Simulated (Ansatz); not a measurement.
# Mg2CrCu2: relaxing a made-up structure, part 2 of 2

Starting from a made-up structure for Mg2CrCu2, the aim is the relaxed cell, its shortest contacts and, where a second run follows, its electronic structure.

Ansatz 0.2.0; DFT, PBEsol, plane-wave PAW, default files, scalar-relativistic, ferromagnetic start, cell and ions relaxed at zero pressure (the session's first sound run).

So far: Set-up; Relaxing cell and atoms. The relaxed cell has a, b, c = 4.135, 5.124, 7.544 Å (conventional setting).

### 3. Bands of the relaxed cell

A second self-consistent run takes a narrower smearing and the mesh shown in its input; the bands follow along the standard path of the relaxed lattice.

This step: DFT, PBEsol, plane-wave PAW, default files, scalar-relativistic, ferromagnetic start, bands and density of states at the relaxed cell (Ansatz 0.2.0).

File input.yaml:

```yaml
crystal:
  lattice:
    - [-2.0676422206, 2.5621844047, 3.7720036443]
    - [2.0676422206, -2.5621844047, 3.7720036443]
    - [2.0676422206, 2.5621844047, -3.7720036443]
  atoms:
    - { symbol: Cu, position: [0.2693983673, 0.5, 0.7693983673] }
    - { symbol: Cu, position: [0.7306016327, 0.5, 0.2306016327] }
    - { symbol: Cr, position: [0.0, 0.0, 0.0], spin: 3.1 }
    - { symbol: Mg, position: [0.6985675953, 0.1985675953, 0.5] }
    - { symbol: Mg, position: [0.3014324047, 0.8014324047, 0.5] }
magnetization:
  spin_polarized: true
kpoints:
  mp_grid: { grid: [10, 10, 10] }
  band_path:
    path:
      - [[0.0, 0.0, 0.0], [-0.32511844, 0.32511844, 0.32511844], [-0.19046817, 0.19046817, 0.45976872], [0.0, 0.0, 0.5], [0.25, 0.25, 0.25], [0.0, 0.5, 0.0], [0.32511844, 0.67488156, -0.32511844], [0.5, 0.5, -0.5], [0.0, 0.0, 0.0], [0.36534973, -0.36534973, 0.36534973], [0.5, 0.0, 0.0], [0.25, 0.25, 0.25]]
      - [[0.19046817, -0.19046817, 0.54023128], [0.36534973, -0.36534973, 0.36534973]]
      - [[0.63465027, 0.36534973, -0.36534973], [0.5, 0.5, -0.5]]
    npoints: 6
scf:
  occupations: { method: fermi_dirac, width: 0.03 }
  n_extra_bands: 11
hamiltonian:
  xc: pbesol
  pseudopotentials: { kind: paw }
output:
  forces: true
  stress: true
  write_bands: true
  dos: { projected: true }
  write_density: true
  write_potential: true
  elf: true
  volumetric_format: npy
```

Launch:

```sh
> ansatz run input.yaml --threads 4 --pin off --max-ram 8192MiB --backend cpu --events-out ev --progress --plain --runs-dir out
```

Numbers of over 12 decimals in the logs are rounded to 6 here.

Output:

```text
[...]
Crystal: 5 atoms, lattice volume = 79.931 Å³
Basis set: ecut = 420 eV, 1571 PW (Γ), exchange–correlation on 72×72×72 points (8 copies of the dense FFT grid, shifted against one another)
Bands: 47, of which v1, the nominal top of the filled ones, is band 36 counted from 1 (35 counted from 0)
Symmetry: 8 space group operations
[...]
k-points: 171 of 1000
[...]
Starting moments: Σ|m| = 3.1 μB on 1 of 5 sites
[...]
SCF iter   1: F=—  HF=-20353.822457 eV  |F-HF|=—  |Δ(HF+E_count)|=         —  Δρ=1.35e-1 (↑1.20e-1 ↓1.35e-1)  dr2=3.49e1  dr2_m=2.05e-1  M=2.854 μB ∫|m|=3.095 μB  β_m=0.30  ethr=3.10e-3  ⟨swp⟩=5.6  Hψ=55683  notcnv=0  defer=1
[...]
SCF iter  14: F=-20349.737754 eV  HF=-20349.737754 eV  |F-HF|=8.04e-10  |Δ(HF+E_count)|=   1.85e-9  Δρ=5.44e-7 (↑5.11e-7 ↓5.44e-7)  dr2=5.74e-10  dr2_m=1.97e-11  M=3.760 μB ∫|m|=4.134 μB  ethr=1.11e-11  ⟨swp⟩=9.9  Hψ=98971  notcnv=0
SCF 1 converged in 14 iterations: F = -20349.737754 eV  dr2 = 5.74e-10
[...]
NSCF: frozen V_eff on 81 k-points
SCF converged after 14 iterations
Magnetization: 3.7600 μB (37.8800 up, 34.1200 down)
Absolute magnetization: 4.1395 μB (∫|ρ↑−ρ↓|, with the PAW one-centre terms)
[...]
Per-site moments (μB) at R_I (Å): [(0.079515, 0.974892), (0.079515, 0.974892), (3.137337, 1.025535), (-0.017049, 1.097350), (-0.017049, 1.097350)]
Free energy (F): -20349.737754 eV
[...]
Internal energy: -20349.730818 eV  (E = F + TS)
E sigma→0 (E₀):  -20349.734286 eV
Entropy (-TS):   -0.006937 eV (-1.387 meV/atom)
Fermi energy:    10.797216 eV
[...]
--- Forces (eV/Å), atoms counted from 1 ---
  atom   1  Cu     0.00000000     0.00876783     0.00000000
  atom   2  Cu    -0.00000000    -0.00876783     0.00000000
  atom   3  Cr     0.00000000     0.00000000    -0.00000000
  atom   4  Mg    -0.00000000    -0.00000000     0.00459556
  atom   5  Mg     0.00000000     0.00000000    -0.00459556
  max |Σ_I F_I| component: 8.67e-19 eV/Å
--- Stress (GPa, compression-positive) ---
        0.076823      -0.000000       0.000000
       -0.000000      -0.006685       0.000000
        0.000000       0.000000      -0.043555
  P = ⅓ Tr σ = 0.0089 GPa (0.089 kbar)
--- Band table (eV; the first three rows and the last of 342) ---
  k-point 0 ↑: bands = [... 32 lower, 8.8241, 9.7318, 9.8275, 9.8822, 11.7021, 12.0644, 12.5084, 12.8264, ... 7 higher]
  k-point 1 ↑: bands = [... 32 lower, 8.8613, 9.6762, 9.7500, 9.7913, 10.9982, 12.3344, 12.3533, 12.8578, ... 7 higher]
  k-point 2 ↑: bands = [... 32 lower, 8.9814, 9.3403, 9.6187, 9.7196, 10.3702, 11.6613, 11.7084, 13.0340, ... 7 higher]
  k-point 170 ↓: bands = [... 32 lower, 8.5732, 10.2983, 11.2313, 11.9285, 12.0378, 12.3448, 12.6206, 13.4902, ... 7 higher]
```

Elapsed: 69 s, on 4 threads of Arm Neoverse N1, shared host; peak memory 1.1 GiB.

In the SCF lines HF is the Harris–Foulkes energy and dr2 the Hartree energy of the density residual, in eV; the loop may stop once dr2 is under the threshold and the program's other checks hold. Hψ counts applications of the Hamiltonian.

Numbers from this step:

* free energy: -20349.7378 eV
* energy at zero smearing: -20349.7343 eV
* smearing term TS: 0.006937 eV
* magnetization: 3.760 μB
* absolute magnetization: 4.140 μB
* site moments: 0.07951, 0.07951, 3.137, -0.01705, -0.01705 μB
* pressure: 0.008861 GPa

bands.tsv at the labelled points (eV, zero at the Fermi level; the bands that come nearest the Fermi level along the path):

```
point  band_36_up  band_37_up  band_38_up  band_39_up  band_32_dn  band_33_dn  band_34_dn  band_35_dn
    Γ        0.90        1.27        1.71        2.03       -0.62        0.97        1.23        1.28
    X       -0.79       -0.52       -0.08        0.20       -2.52       -0.91       -0.38        1.22
    L       -0.98       -0.54       -0.37        1.61       -2.20       -2.04        0.60        1.30
    T       -1.00       -0.53       -0.25        0.27       -1.54       -0.89       -0.61       -0.37
    W       -1.02       -0.27       -0.11        2.49       -2.18       -1.93        0.42        0.85
    R       -0.61       -0.07        0.23        1.76       -0.98       -0.08        0.03        0.63
   X1       -0.79       -0.52       -0.08        0.20       -2.52       -0.91       -0.38        1.22
    Z       -0.87       -0.68        0.23        0.30       -2.22       -0.50        0.43        1.13
    Γ        0.90        1.27        1.71        2.03       -0.62        0.97        1.23        1.28
    Y       -0.90       -0.82        1.19        2.40       -2.49        0.14        0.70        1.59
    S       -0.87       -0.01        1.83        2.79       -0.75        0.12        0.21        1.35
    W       -1.02       -0.27       -0.11        2.49       -2.18       -1.93        0.42        0.85
   L1       -0.98       -0.54       -0.37        1.61       -2.20       -2.04        0.60        1.30
    Y       -0.90       -0.82        1.19        2.40       -2.49        0.14        0.70        1.59
   Y1       -0.90       -0.82        1.19        2.40       -2.49        0.14        0.70        1.59
    Z       -0.87       -0.68        0.23        0.30       -2.22       -0.50        0.43        1.13
```

Spin density in the bc plane of the conventional cell at fractional x = 0.000, with atoms of Cu and Cr and Mg within 0.2 Å of it.

Ten even steps from '0' (0.0 e/Å³) to '9' (4.0 e/Å³), each cell a mean:
```
73000000000015
21000000000001
00000000000000
00000000000000
00000000000000
00000000000000
00000000000000
00000000000000
00000000000000
00000000000000
00000000000000
00000000000000
00000000000000
00000000000000
00000000000000
00000000000000
00000000000000
00000000000000
41000000000013
94000000000027
```
Columns run along b (5.1 Å), rows up along c (7.5 Å), edges of the conventional cell, whose origin can differ from the input's. Atoms in or near the plane, at fractional coordinates: Cu at (0.77, 0.50), Cu at (0.23, 0.50), Cr at (0.00, 0.00), Mg at (0.50, 0.20), Mg at (0.50, 0.80).

ELF in the bc plane of the conventional cell at fractional x = 0.000, with atoms of Cu and Cr and Mg within 0.2 Å of it. It is the smooth field of the valence electrons, not physical close to the nuclei.

Ten even steps from '0' (0.09) to '9' (0.91), each cell a mean:
```
96213321232148
53122000013124
11120023102211
11220232301221
22220133201222
22221011002222
22122211122122
21111233211111
11232123113311
11584112127721
11463112125521
21121123212111
21112222221112
22222100012222
22220023102222
12220232301222
11220132201211
21121012002112
75123100132136
97213433342159
```
Columns run along b (5.1 Å), rows up along c (7.5 Å), edges of the conventional cell, whose origin can differ from the input's. Atoms in or near the plane, at fractional coordinates: Cu at (0.77, 0.50), Cu at (0.23, 0.50), Cr at (0.00, 0.00), Mg at (0.50, 0.20), Mg at (0.50, 0.80).

Electrostatic potential energy in the bc plane of the conventional cell at fractional x = 0.000, with atoms of Cu and Cr and Mg within 0.2 Å of it. With pseudopotentials it is smooth inside the atoms' cores, unlike the true potential.

Ten even steps from '0' (-47 eV) to '9' (14 eV), each cell a mean:
```
23699999999842
45899877899864
88998632589998
99998400279999
99998500379999
99999855789999
99999988899999
99767999987789
97313799852258
84000599720027
85101699830038
98535899964469
99988999998899
99999887899999
99998732589999
99998400279999
99998500279999
67999754789986
34799988899853
23699999999742
```
Columns run along b (5.1 Å; values clipped at the 3rd and 97th percentile), rows up along c (7.5 Å), edges of the conventional cell, whose origin can differ from the input's. Atoms in or near the plane, at fractional coordinates: Cu at (0.77, 0.50), Cu at (0.23, 0.50), Cr at (0.00, 0.00), Mg at (0.50, 0.20), Mg at (0.50, 0.80).

### 4. Outcome

* space group, relaxed: Immm
* conventional cell: a = 4.135, b = 5.124, c = 7.544 Å; α = 90.0°, β = 90.0°, γ = 90.0°
* volume per atom: 15.99 Å³ (guess 14.91)
* total moment: 3.75 μB in the cell of 5 atoms

Mg2CrCu2 relaxes to Immm with a = 4.135, b = 5.124 and c = 7.544 Å. The guessed volume was 7 % too small. The space group Immm was held in the relaxation, so the end point is a stationary structure within it and may be a saddle against distortions or other arrangements. The input starts from parallel moments, and no other start was typed. Bands cross the Fermi level, so it is a metal or semimetal at this level. On the 10×10×10 mesh with the narrower smearing (relaxed on 9×9×9) the largest force component is 0.009 eV/Å and the largest stress component is 0.077 GPa, against the relaxation's thresholds of 0.015 eV/Å and 0.05 GPa. The cutoff wasn't tested. No dispersion term is used, so weakly bound directions may come out too long. Nothing here tests whether the compound is stable against decomposition.

[Logs are printed without paths, hosts, clocks, repeated set-up lines and the standing remarks that a program may print on its own settings, such as how far it seeks lower states.]

[Hosts, paths, dates, database ids (printed as entryN), source tags and the programs' standing remarks are cut or masked in the printed files.]
